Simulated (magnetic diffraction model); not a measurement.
## FeH4O2F2: the ordered moment from one line

Space group Pmna (no. 53), a = 6.9420 Å, b = 3.3090 Å, c = 6.4260 Å.

| site | atom | x | y | z |
| --- | --- | --- | --- | --- |
| 2a | Fe | 1/2 | 0 | 1/2 |
| 4h | F | 0 | 0.6261 | 0.7524 |
| 4e | O | 0.7439 | 0 | 1/2 |
| 8i | H | 0.6950 | 0.1280 | 0.0798 |

The compound is invented for this exercise: a known structure type with other elements, its cell scaled to their sizes and not relaxed.

Only Fe is taken to order (form factors of Fe2+); orders and moment sizes are assumed, and not adapted to the symmetry. Radiation: neutrons of λ = 1.909 Å, 3° to 60°; isotropic B of 0.57 Å² (Fe), 0.62 Å² (F), 0.76 Å² (O) and 0.94 Å² (H). The intensities are simulated: I ∝ L Σ (|F_N|² + |F_M⊥|²) for unpolarised neutrons, with F_M = 2.695 fm/μB × Σ f(s) S exp(2πi Q·r) exp(−B s²) at Q = H ± k (one set where k and −k are equivalent), only the part normal to Q counting and L = 1/(sin²θ cos θ). For a modulated order the moment at position r is S exp(−2πi k·r) + c.c., with S = m/2 for a sine wave of amplitude m and S = m(u + iv)/2 for moments turning in a plane, u and v being orthogonal unit vectors in it; the phase factor of the sum at Q = H + k is then exp(2πi H·r). Form factors are spin-only for 3d ions and dipole or tabulated for f ions, scattering lengths are Sears's of 1992, and absorption is left out. A label names one of the reflections at its angle. The strongest nuclear line in the range is 100, and lines under 0.2 are left out.

In a first state the assumed order is k = (0 1/6 0), a sine wave with moments along [100] (amplitudes given), 3.74 μB on Fe; signs + at (1/2, 0, 1/2), + at (0, 0, 0), with this pattern:

```tsv
2θ (°)	index	nuclear	magnetic
5.51	(0 1/6 0)	0.0	105.0
23.36	(1 0 1)	100.0	0.0
24.02	(1 1/6 1)	0.0	10.2
27.82	(0 5/6 0)	0.0	3.1
31.92	(2 0 0)	55.5	0.0
33.53	(0 1 0)	0.9	0.0
34.56	(0 0 2)	0.3	0.0
35.03	(0 1/6 2)	0.0	3.4
36.63	(1 5/6 1)	0.0	4.8
37.87	(0 1 1)	1.6	0.0
39.33	(0 7/6 0)	0.0	1.2
41.27	(1 1 1)	52.6	0.0
42.84	(2 5/6 0)	0.0	0.8
44.93	(0 5/6 2)	0.0	1.6
46.25	(1 7/6 1)	0.0	2.6
46.97	(2 1 0)	0.6	0.0
```
(The table stops after 16 lines; 14 more lie at higher angle.)

**Question.** Nearer the ordering temperature the line at 5.51° has total intensity 26.3 on the same scale, and all moments have shrunk alike. How large is the Fe moment?

The nuclear part, 0.0, stays, so the magnetic part is 26.3 against 105.0. It goes as m², so m = 3.74 × √(26.3/105.0) = 1.87 μB; the value used was 1.87 μB.

[Logs are printed without paths, hosts, clocks, repeated set-up lines and the standing remarks that a program may print on its own settings, such as how far it seeks lower states.]
